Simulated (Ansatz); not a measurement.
# The stack of 2H-MoSSe under blue phosphorene, shifted by a third of the diagonal between two gates

Aim: screening and gap of the neutral stack of 2H-MoSSe under blue phosphorene, shifted by a third of the diagonal between oppositely charged gates.

Method: plane-wave DFT, LDA, Ansatz PAW, in the first sound run; inputs show where later runs differ, in Ansatz 0.2.0.

### 1. Starting point

The cell holds 5 atoms: 1 Se, 1 Mo, 1 S and 2 P. Its edges and angles: a = 3.265 Å, b = 3.265 Å, c = 46.433 Å, α = 90.0°, β = 90.0°, γ = 120.0°. Regions: layer 1: 2H-MoSSe, 3 atoms (1 Se, 1 Mo and 1 S); layer 2: blue phosphorene, 2 atoms (2 P). Vacuum lies along c.

### 2. Relaxation

The starting cell is a guess, so the in-plane lattice and the atoms are relaxed first, with the slab cut off from its images along the normal.

input.yaml reads:

```yaml
crystal:
  lattice:
    - [3.265, 0.0, 0.0]
    - [-1.6325, 2.8275729434, 0.0]
    - [0.0, 0.0, 46.4330713784]
  atoms:
    - { symbol: Se, position: [0.3333333333, 0.6666666667, 0.4167288406] }
    - { symbol: Mo, position: [0.0, 0.0, 0.4556757681] }
    - { symbol: S, position: [0.3333333333, 0.6666666667, 0.4898032954] }
    - { symbol: P, position: [0.0, 0.0, 0.5565660554] }
    - { symbol: P, position: [0.6666666667, 0.3333333333, 0.5832711594] }
  periodic: [true, true, false]
kpoints:
  mp_grid: { grid: [12, 12, 1] }
hamiltonian:
  xc: lda
scf:
  occupations: { method: fermi_dirac, width: 0.05 }
  convergence: { dr2_threshold: 1.0e-09 }
relax:
  f_tol: 0.004
  max_steps: 90
  cell: {}
output:
  write_potential: true
  write_density: true
  volumetric_format: npy
```

Run with:

```
> ansatz run input.yaml --threads 8 --pin off --max-ram 12288MiB --backend cpu --events-out ev --progress --plain --runs-dir out
```

Numbers of over 12 decimals in the logs are rounded to 6 here.

The log of the run:

```text
Warning: relax.cell: scf.convergence.dr2_threshold = 1e-9 eV is looser than the 1.59001814369e-10 eV advised for a relaxation that steers and ends on the stress (1e-10 eV for each atom of the cell: 5, times the square of relax.cell.stress_2d_tol = 0.05 N/m over 17.7 Å (the atoms' height at the walk's start and 5 Å past either face), 2.820e-2 GPa, over a crystal's default 0.05). What an SCF threshold leaves in a stress goes as its square root, and in the free energy as the threshold itself, and one threshold admits the most on a small cell: [figures from the program's tests cut] Set scf.convergence.dr2_threshold to 1.59001814369e-10 eV or tighter. [rest of the remark cut]
Engine: ansatz 0.2.0, aarch64-unknown-linux-gnu
Pseudopotentials: kind: paw
Pseudopotential: Se, paw, valence charge 16, recommended cutoff 420 eV (normal), Se.paw.azcp
Pseudopotential: Mo, paw, valence charge 14, recommended cutoff 420 eV (normal), Mo.paw.azcp
Pseudopotential: S, paw, valence charge 6, recommended cutoff 420 eV (normal), S.paw.azcp
Pseudopotential: P, paw, valence charge 5, recommended cutoff 420 eV (normal), P.paw.azcp
Functional definition: SPW92
  exchange = slater_x
  correlation = pw_c
Crystal: 5 atoms, lattice volume = 428.671 Å³
Basis set: ecut = 420 eV, 8531 PW (Γ)
Bands: 28, of which v1, the nominal top of the filled ones, is band 23 counted from 1 (22 counted from 0)
Symmetry: 6 space group operations
Space group: P3m1 (ITA 156), of the structure as read, at distance tolerance 7.5e-5 Å
k-points: 19 of 144 (time reversal used)
Non-local potential: Se, projectors of the file, l = 0: 2, l = 1: 2, l = 2: 3, l = 3: 1
Non-local potential: Mo, projectors of the file, l = 0: 3, l = 1: 2, l = 2: 2, l = 3: 1
Non-local potential: S, projectors of the file, l = 0: 2, l = 1: 2, l = 2: 2
Non-local potential: P, projectors of the file, l = 0: 2, l = 1: 2, l = 2: 2
PAW form: soft (Blöchl's): semilocal exchange-correlation on the pseudo side does not see the compensation charge
PAW frozen core: Se, regenerated for the run's functional, and the local potential with it (the file was generated under x = pbe(κ = 0.804, μ = 0.219515), c = pbe(β = 0.066725))
PAW frozen core: Mo, regenerated for the run's functional, and the local potential with it (the file was generated under x = pbe(κ = 0.804, μ = 0.219515), c = pbe(β = 0.066725))
PAW frozen core: S, regenerated for the run's functional, and the local potential with it (the file was generated under x = pbe(κ = 0.804, μ = 0.219515), c = pbe(β = 0.066725))
PAW frozen core: P, regenerated for the run's functional, and the local potential with it (the file was generated under x = pbe(κ = 0.804, μ = 0.219515), c = pbe(β = 0.066725))
PAW one-centre angular grid: Se, 590 points (default); XC on 64 Gauss nodes
PAW one-centre angular grid: Mo, 590 points (default); XC on 64 Gauss nodes
PAW one-centre angular grid: S, 110 points (default); XC on 64 Gauss nodes
PAW one-centre angular grid: P, 110 points (default); XC on 64 Gauss nodes
Initial density: superposition of atomic densities (neutral atoms: chi_scale 0, normalization atom), corrected by the library's trained network
Initial wavefunctions: pseudopotential atomic-orbital guess
Functional: x = slater, c = lda
SCF iter   1: F=—  HF=-12549.614037 eV  |F-HF|=—  |Δ(HF+E_count)|=         —  Δρ=4.17e-3  dr2=3.88e-1  ethr=1.77e-3  ⟨swp⟩=14.4  Hψ=4083  notcnv=0
preconditioner: auto → Resta (q_TF=auto, 1.881 Å⁻¹)  ε∞=2.5  [insulator: Δε(μ)=0.938 eV  Ē_g=7.665 eV  σ=0.050 eV  W_gap=1.00  n_scr=26 (ndim 8)  ℏωp=9.5 eV  f_vac=0.747  D(μ)=0.00/eV (n_scr^D=0)  ε∞_Penn≈2.5  vacuum switching on, ρ_ref=4.3e-3 e/Å³]
SCF iter   2: F=—  HF=-12549.691602 eV  |F-HF|=—  |Δ(HF+E_count)|=   7.76e-2  Δρ=5.41e-3  dr2=1.46e0  ethr=8.42e-4  ⟨swp⟩=4.1  Hψ=1083  notcnv=0  defer=1  recentre
SCF iter   3: F=—  HF=-12549.587438 eV  |F-HF|=—  |Δ(HF+E_count)|=   1.04e-1  Δρ=2.13e-3  dr2=3.04e-2  ethr=8.42e-4  ⟨swp⟩=3.5  Hψ=1203  notcnv=0  defer=1
SCF iter   4: F=—  HF=-12549.587188 eV  |F-HF|=—  |Δ(HF+E_count)|=   2.50e-4  Δρ=7.54e-4  dr2=8.62e-3  ethr=6.60e-5  ⟨swp⟩=2.6  Hψ=982  notcnv=0
SCF iter   5: F=—  HF=-12549.586425 eV  |F-HF|=—  |Δ(HF+E_count)|=   7.63e-4  Δρ=2.28e-4  dr2=5.96e-4  ethr=1.87e-5  ⟨swp⟩=3.3  Hψ=886  notcnv=0
SCF iter   6: F=—  HF=-12549.586332 eV  |F-HF|=—  |Δ(HF+E_count)|=   9.30e-5  Δρ=1.38e-4  dr2=1.38e-4  ethr=1.29e-6  ⟨swp⟩=3.2  Hψ=1001  notcnv=0
SCF iter   7: F=—  HF=-12549.586339 eV  |F-HF|=—  |Δ(HF+E_count)|=   6.83e-6  Δρ=9.74e-5  dr2=2.17e-4  ethr=3.01e-7  ⟨swp⟩=2.8  Hψ=1090  notcnv=0
SCF iter   8: F=—  HF=-12549.586311 eV  |F-HF|=—  |Δ(HF+E_count)|=   2.79e-5  Δρ=2.52e-5  dr2=6.26e-6  ethr=3.01e-7  ⟨swp⟩=2.8  Hψ=900  notcnv=0
SCF iter   9: F=—  HF=-12549.586312 eV  |F-HF|=—  |Δ(HF+E_count)|=   1.60e-6  Δρ=1.23e-5  dr2=9.24e-7  ethr=1.36e-8  ⟨swp⟩=3.0  Hψ=1187  notcnv=0
SCF iter  10: F=—  HF=-12549.586269 eV  |F-HF|=—  |Δ(HF+E_count)|=   4.30e-5  Δρ=6.61e-6  dr2=2.57e-7  ethr=2.01e-9  ⟨swp⟩=2.9  Hψ=1136  notcnv=0
SCF iter  11: F=—  HF=-12549.586269 eV  |F-HF|=—  |Δ(HF+E_count)|=   3.76e-7  Δρ=1.74e-6  dr2=4.92e-8  ethr=5.58e-10  ⟨swp⟩=2.9  Hψ=1145  notcnv=0
SCF iter  12: F=—  HF=-12549.586269 eV  |F-HF|=—  |Δ(HF+E_count)|=   3.11e-9  Δρ=4.31e-7  dr2=8.98e-10  ethr=2.17e-12  ⟨swp⟩=12.4  Hψ=5426  notcnv=0
SCF iter  13: F=-12549.586269 eV  HF=-12549.586269 eV  |F-HF|=2.56e-10  |Δ(HF+E_count)|=  1.27e-11  Δρ=1.30e-7  dr2=2.58e-10  ethr=1.95e-12  ⟨swp⟩=10.2  Hψ=3493  notcnv=0
SCF 1 converged in 13 iterations: F = -12549.586269 eV  dr2 = 2.58e-10
  greatest PAW one-centre occupation: 1.000 electrons in one spin orbital (limit 2), on the Se atom at site 0 (counted from 0), in its partial waves of l = 2
relax step   1: F+E_penalty+E_count = -12549.58626898 eV  Δ(F+E_penalty+E_count) = +0.000e0 eV  max|allowed force component| = 2.069e0 eV/Å  Δτ_max = 0.0000 Å  P = -8.499 N/m  Ω = 428.671 Å³  fix = [c, alpha, beta]  reactions: c -0.000 N/m  (13 SCF iters, accepted)
Crystal: 5 atoms, lattice volume = 420.730 Å³
Basis set: ecut = 420 eV, 8399 PW (Γ)
Initial density: handed on by an earlier stage of this run
Initial wavefunctions: those handed on with the density
iter 1 solved again at ethr=3.52e-4 eV; its pass at ethr=3.10e-3 eV (dr2=1.62e-1 eV) is discarded
SCF iter   1: F=—  HF=-12549.808280 eV  |F-HF|=—  |Δ(HF+E_count)|=         —  Δρ=4.98e-3  dr2=1.64e-1  ethr=3.52e-4  ⟨swp⟩=2.0  Hψ=4524  notcnv=0
[...]
SCF iter  11: F=—  HF=-12549.887290 eV  |F-HF|=—  |Δ(HF+E_count)|=   8.34e-9  Δρ=9.46e-7  dr2=1.37e-8  ethr=2.91e-10  ⟨swp⟩=3.3  Hψ=1149  notcnv=0  defer=2
SCF iter  12: F=—  HF=-12549.887290 eV  |F-HF|=—  |Δ(HF+E_count)|=  3.75e-10  Δρ=4.01e-7  dr2=1.63e-9  ethr=2.98e-11  ⟨swp⟩=3.7  Hψ=1150  notcnv=0  defer=2
SCF iter  13: F=—  HF=-12549.887290 eV  |F-HF|=—  |Δ(HF+E_count)|=  2.15e-10  Δρ=3.24e-7  dr2=1.70e-9  ethr=2.17e-12  ⟨swp⟩=12.3  Hψ=4220  notcnv=0
SCF iter  14: F=-12549.887290 eV  HF=-12549.887290 eV  |F-HF|=1.91e-10  |Δ(HF+E_count)|=  1.56e-10  Δρ=8.49e-8  dr2=1.28e-10  ethr=2.17e-12  ⟨swp⟩=8.5  Hψ=3639  notcnv=0
SCF 3 converged in 14 iterations: F = -12549.887290 eV  dr2 = 1.28e-10
relax step   3: F+E_penalty+E_count = -12549.88729026 eV  Δ(F+E_penalty+E_count) = -1.109e-1 eV  max|allowed force component| = 4.273e-1 eV/Å  Δτ_max = 0.1941 Å  P = -0.101 N/m  Ω = 409.759 Å³  energy of the carried Pulay correction = +8.683e-4 eV  fix = [c, alpha, beta]  reactions: c -0.000 N/m  (14 SCF iters, accepted)
[...]
relax step   4: F+E_penalty+E_count = -12549.89641194 eV  Δ(F+E_penalty+E_count) = -9.122e-3 eV  max|allowed force component| = 6.419e-2 eV/Å  Δτ_max = 0.0428 Å  P = -0.478 N/m  Ω = 412.825 Å³  energy of the carried Pulay correction = +7.249e-4 eV  fix = [c, alpha, beta]  reactions: c -0.000 N/m  (11 SCF iters, accepted)
[...]
relax step   5: F+E_penalty+E_count = -12549.89670916 eV  Δ(F+E_penalty+E_count) = -2.972e-4 eV  max|allowed force component| = 3.457e-2 eV/Å  Δτ_max = 0.0461 Å  P = +0.043 N/m  Ω = 412.085 Å³  energy of the carried Pulay correction = +7.594e-4 eV  fix = [c, alpha, beta]  reactions: c +0.000 N/m  (11 SCF iters, accepted)
[...]
relax step   6: F+E_penalty+E_count = -12549.89705612 eV  Δ(F+E_penalty+E_count) = -3.470e-4 eV  max|allowed force component| = 7.221e-3 eV/Å  Δτ_max = 0.0195 Å  P = -0.035 N/m  Ω = 411.964 Å³  energy of the carried Pulay correction = +7.651e-4 eV  fix = [c, alpha, beta]  reactions: c -0.000 N/m  (10 SCF iters, accepted)
[...]
relax step   7: F+E_penalty+E_count = -12549.89708472 eV  Δ(F+E_penalty+E_count) = -2.860e-5 eV  max|allowed force component| = 1.066e-3 eV/Å  Δτ_max = 0.0060 Å  P = -0.006 N/m  Ω = 411.841 Å³  energy of the carried Pulay correction = +7.708e-4 eV  fix = [c, alpha, beta]  reactions: c -0.000 N/m  (9 SCF iters, accepted)
Initial wavefunctions: pseudopotential atomic-orbital guess (no wavefunctions were taken with the density)
iter 1 solved again at ethr=1.47e-7 eV; its pass at ethr=3.10e-3 eV (dr2=6.77e-5 eV) is discarded
SCF iter   1: F=—  HF=-12549.896463 eV  |F-HF|=—  |Δ(HF+E_count)|=         —  Δρ=1.84e-5  dr2=1.47e-7  ethr=1.47e-7  ⟨swp⟩=6.6  Hψ=6945  notcnv=0
preconditioner: auto → Resta (q_TF=auto, 1.893 Å⁻¹)  ε∞=2.4  [insulator: Δε(μ)=0.921 eV  Ē_g=8.103 eV  σ=0.050 eV  W_gap=1.00  n_scr=26 (ndim 8)  ℏωp=9.7 eV  f_vac=0.754  D(μ)=0.00/eV (n_scr^D=0)  ε∞_Penn≈2.4  vacuum switching on, ρ_ref=4.8e-3 e/Å³]
SCF iter   2: F=—  HF=-12549.896418 eV  |F-HF|=—  |Δ(HF+E_count)|=   4.55e-5  Δρ=9.61e-6  dr2=4.85e-8  ethr=3.20e-10  ⟨swp⟩=4.2  Hψ=1554  notcnv=0
SCF iter   3: F=—  HF=-12549.896418 eV  |F-HF|=—  |Δ(HF+E_count)|=   6.85e-8  Δρ=2.61e-6  dr2=2.00e-8  ethr=1.05e-10  ⟨swp⟩=2.6  Hψ=927  notcnv=0
SCF iter   4: F=—  HF=-12549.896418 eV  |F-HF|=—  |Δ(HF+E_count)|=   6.29e-9  Δρ=1.51e-6  dr2=4.53e-8  ethr=4.34e-11  ⟨swp⟩=3.3  Hψ=1040  notcnv=0
SCF iter   5: F=—  HF=-12549.896418 eV  |F-HF|=—  |Δ(HF+E_count)|=   3.12e-9  Δρ=7.78e-7  dr2=8.63e-9  ethr=4.34e-11  ⟨swp⟩=2.1  Hψ=602  notcnv=0
SCF iter   6: F=-12549.896418 eV  HF=-12549.896418 eV  |F-HF|=1.35e-10  |Δ(HF+E_count)|=  6.51e-10  Δρ=1.75e-7  dr2=3.12e-10  ethr=2.17e-12  ⟨swp⟩=14.7  Hψ=5153  notcnv=0
SCF 8 converged in 6 iterations: F = -12549.896418 eV  dr2 = 3.12e-10
relax step   8: F+E_penalty+E_count = -12549.89641770 eV  Δ(F+E_penalty+E_count) = +6.670e-4 eV  max|allowed force component| = 8.520e-4 eV/Å  Δτ_max = 0.0000 Å  P = -0.015 N/m  Ω = 411.841 Å³  fix = [c, alpha, beta]  reactions: c -0.000 N/m  stress off target by 1.52e-2 N/m on what of the cell is left free  SCF on the basis re-selected at this cell (its energy is not comparable with the rows above)  (6 SCF iters)
basis re-selected at this cell: Δ(F+E_penalty+E_count) = +6.670e-4 eV, ΔP = -0.009 N/m vs the last step (what re-selecting the basis moved, of the pressure what is left beyond the Pulay correction that the steps carried, after the strain that the cell walked since its last selection, with what the two solves' SCF thresholds leave and, on support functions, any second-order correction that the steps lacked; it is no m [...]
WARN: The output density's exchange-correlation potential varies sharply where the density is thin. Do not read a vacuum level from v_tot or v_xc, or from such a field of the output density. On a cell that repeats whose density bears no net charge and no dipole along the vacuum's axis use v_es (v_loc + v_h of the components); under efield.dipole_correction with no amplitude use v_es + v_field, which holds any externa [...]
SCF converged after 6 iterations
Free energy (F): -12549.896418 eV
Harris-Foulkes:  -12549.896418 eV  (|F-HF|=1.35e-10)
Internal energy: -12549.896413 eV  (E = F + TS)
E sigma→0 (E₀):  -12549.896415 eV
Entropy (-TS):   -0.000005 eV (-0.001 meV/atom)
Fermi energy:    -4.709135 eV
--- Per-component energies (eV) ---
  E_band       = -1221.494199
  E_kinetic    = 812.413618
  E_local      = -193199.615822  (includes V_loc(G=0)·N_el)
  E_nonlocal   = -340.768233
  E_hartree    = 96000.592605
  E_xc         = -506.128933
  E_vxc        = -538.592968  (∫ρ·V_xc dr)
  E_paw        = -6565.358187  (= ΣΔE_a)
  E_vpaw       = 43.885693  (= ΣTr[D̂ρ^β])
  E_aug_tail   = -0.000579  (compensation charges beyond the density's cutoff)
  E_ewald      = 91245.891039
  E_core_change = 3.078079  (= ΣΔE_core)
  E_smearing   = -0.000005  (= −TS)
  E_closure    = 0.000000  (closes the sum)
  Σ components = -12549.896418   (vs F -12549.896418, Δ=0.00e0)
--- Forces (eV/Å), atoms counted from 1 ---
  atom   1  Se     0.00000000    -0.00000000    -0.00028027
  atom   2  Mo    -0.00000000    -0.00000000     0.00072627
  atom   3  S      0.00000000    -0.00000000    -0.00080019
  atom   4  P      0.00000000     0.00000000     0.00082864
  atom   5  P      0.00000000    -0.00000000    -0.00059138
  max |Σ_I F_I| component: 1.17e-4 eV/Å
--- 2D stress c σ (N/m, compression-positive) ---
       -0.015214       0.000000      -0.000000
       -0.000000      -0.015214      -0.000000
       -0.000000      -0.000000      -0.000000
  P = ½ c Tr σ = -0.0152 N/m
--- Band table (eV; the first three rows and the last of 19) ---
  k-point 0: bands = [... 19 lower, -6.7137, -5.9302, -5.9302, -5.1487, -2.9885, -2.9885, -2.5748, -2.5748, ... 1 higher]
  k-point 1: bands = [... 19 lower, -6.8666, -6.6512, -6.2066, -5.2357, -3.1473, -2.9555, -2.8945, -2.6398, ... 1 higher]
  k-point 2: bands = [... 19 lower, -7.1169, -6.7924, -6.5815, -5.5800, -3.6391, -3.1207, -3.1004, -2.8982, ... 1 higher]
  k-point 18: bands = [... 19 lower, -8.1239, -7.7950, -7.6641, -5.9223, -4.2280, -4.0552, -3.1769, -2.3419, ... 1 higher]
  the weakly bound empty levels are not read free of the cell's end (no_gap_told)
--- Relaxed structure (7 steps of the walk, 7 accepted, 1 SCFs on fresh bases) ---
  F+E_penalty+E_count = -12549.89641770 eV   max|allowed force component| = 8.520e-4 eV/Å   (the final SCF, on the basis selected at the relaxed cell)
  cell:  # Å, volume = 411.8410 Å³
    - [3.200264, 0, 0]
    - [-1.600132, 2.771510, 0]
    - [0, 0, 46.4330713784]
  atoms:
    - { symbol: Se, position: [0.333333, 0.666667, 0.421700] }
    - { symbol: Mo, position: [-1.0678687986793665e-17, -3.330669073907782e-17, 0.457938] }
    - { symbol: S, position: [0.333333, 0.666667, 0.490610] }
    - { symbol: P, position: [-2.219501548562832e-17, -3.330669073907781e-17, 0.552512] }
    - { symbol: P, position: [0.666667, 0.333333, 0.579286] }
```

It took 31 s on 8 threads of Arm Neoverse V2, shared host; peak memory 1 GiB.

Relaxation path:

```
step  energy less that of the first step (eV)  largest force component (eV/Å)  volume (Å³)
   1                                   0.0000                          2.0694       428.67
   2                                  -0.1901                          1.7747       420.73
   3                                  -0.3010                          0.4273       409.76
   4                                  -0.3101                          0.0642       412.82
   5                                  -0.3104                          0.0346       412.09
   6                                  -0.3108                          0.0072       411.96
   7                                  -0.3108                          0.0011       411.84
  8*                                  -0.3101                          0.0009       411.84
```

Relaxation steps marked * repeat the geometry before them on a plane-wave basis chosen anew for their cell, so energy and pressure can jump there.

The run keeps the 6 symmetry operations that it works with, so distortions that break them were not tested.

```
cell as run  before  after  change
      a (Å)   3.265  3.200  -2.0 %
      b (Å)   3.265  3.200  -2.0 %
```

The atoms that moved most (Å, along periodic axes as changes of fractional coordinates times the final cell, across vacuum about the mean position):

```
atom     dx     dy      dz  length
 Se1  0.000  0.000   0.231   0.231
  P4  0.000  0.000  -0.188   0.188
  P5  0.000  0.000  -0.185   0.185
 Mo2  0.000  0.000   0.105   0.105
  S3  0.000  0.000   0.037   0.037
```

Final coordinates:

```cif
data_structure
_symmetry_space_group_name_H-M 'P 1'
_symmetry_Int_Tables_number 1
_cell_length_a 3.2003
_cell_length_b 3.2003
_cell_length_c 46.4331
_cell_angle_alpha 90.000
_cell_angle_beta 90.000
_cell_angle_gamma 120.000
_cell_volume 411.84
loop_
_atom_site_label
_atom_site_type_symbol
_atom_site_fract_x
_atom_site_fract_y
_atom_site_fract_z
_atom_site_occupancy
Se1 Se 0.33333 0.66667 0.42170 1
Mo2 Mo 0.00000 0.00000 0.45794 1
S3 S 0.33333 0.66667 0.49061 1
P4 P 0.00000 0.00000 0.55251 1
P5 P 0.66667 0.33333 0.57929 1
```

The lattice constant a goes from 3.265 to 3.200 Å.

(Continued in part 2 of 3.)

[Logs are printed without paths, hosts, clocks, repeated set-up lines and the standing remarks that a program may print on its own settings, such as how far it seeks lower states.]

[Hosts, paths, dates, database ids (printed as entryN), source tags and the programs' standing remarks are cut or masked in the printed files.]

[Maps of the electrostatic potential energy from Ansatz leave out the sawtooth potential of an applied field or a dipole correction, so their vacuum need not be flat; planar profiles and work functions include it.]
